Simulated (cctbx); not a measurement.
## Nd3ScIn3Rh2: precision against data quality

Space group P-62m (no. 189), a = 7.6660 Å, b = 7.6660 Å, c = 4.1740 Å, α = 90.00°, β = 90.00°, γ = 120.00°.

```
atom  mult.    x       y    z  Ueq (Å²)
 Nd1      3    0  0.5946  1/2    0.0091
 In1      3    0  0.2463    0    0.0035
 Rh1      2  2/3     1/3    0    0.0068
 Sc1      1    0       0  1/2    0.0136
```

The model is made up (kin elements in a known structure type, no relaxation), so it says nothing on whether the phase exists.

Five simulated data sets (cctbx; Mo Kα, λ = 0.71073 Å; 6 % proportional error) differ in resolution or exposure (noise floor 15 counts in the first three, 8 in the last two). Each is refined with the right model, isotropic at 1.1 Å and anisotropic otherwise. How do the figures of merit and the uncertainties move?

| d min (Å) | top counts | ⟨I/σ⟩ (unmerged, absences included) | unique | param. (scale apart) | Rint | R1 | GooF | largest s.u. xyz (fractional) | s.u. U of Sc1 (Å²) | largest error (Å) |
| --- | --- | --- | --- | --- | --- | --- | --- | --- | --- | --- |
| 1.1 | 20000 | 12.8 | 78 | 6 | 0.046 | 0.0158 | 1.00 | 0.00016 | 0.0020 | 0.0011 |
| 0.84 | 20000 | 12.2 | 165 | 12 | 0.047 | 0.0138 | 1.00 | 0.00009 | 0.0013 | 0.0005 |
| 0.6 | 20000 | 10.7 | 420 | 12 | 0.054 | 0.0150 | 0.97 | 0.00005 | 0.0005 | 0.0007 |
| 0.75 | 300 | 1.5 | 227 | 12 | 0.386 | 0.0748 | 0.88 | 0.00071 | 0.0089 | 0.0061 |
| 0.75 | 3000 | 6.8 | 227 | 12 | 0.084 | 0.0233 | 0.88 | 0.00014 | 0.0017 | 0.0008 |

The number of reflections grows roughly as 1/d³: 78, 165 and 420 here. R1 follows the noise rather than the truth: at 300 counts it is 0.0748, at 3000 counts 0.0233, while GooF is 0.88 and 0.88: the weights 1/σ² carry the noise. The s.u. of U (U11 where anisotropic) for Sc1 goes 0.0020, 0.0013, 0.0005 Å² with resolution and 0.0089, 0.0017 Å² with exposure.

Hardware for the 0.6 Å refinement: 0.37 s on 1 thread of Arm Neoverse V2, on a shared host, peak memory 0.09 GiB.

[Logs are printed without paths, hosts, clocks, repeated set-up lines and the standing remarks that a program may print on its own settings, such as how far it seeks lower states.]
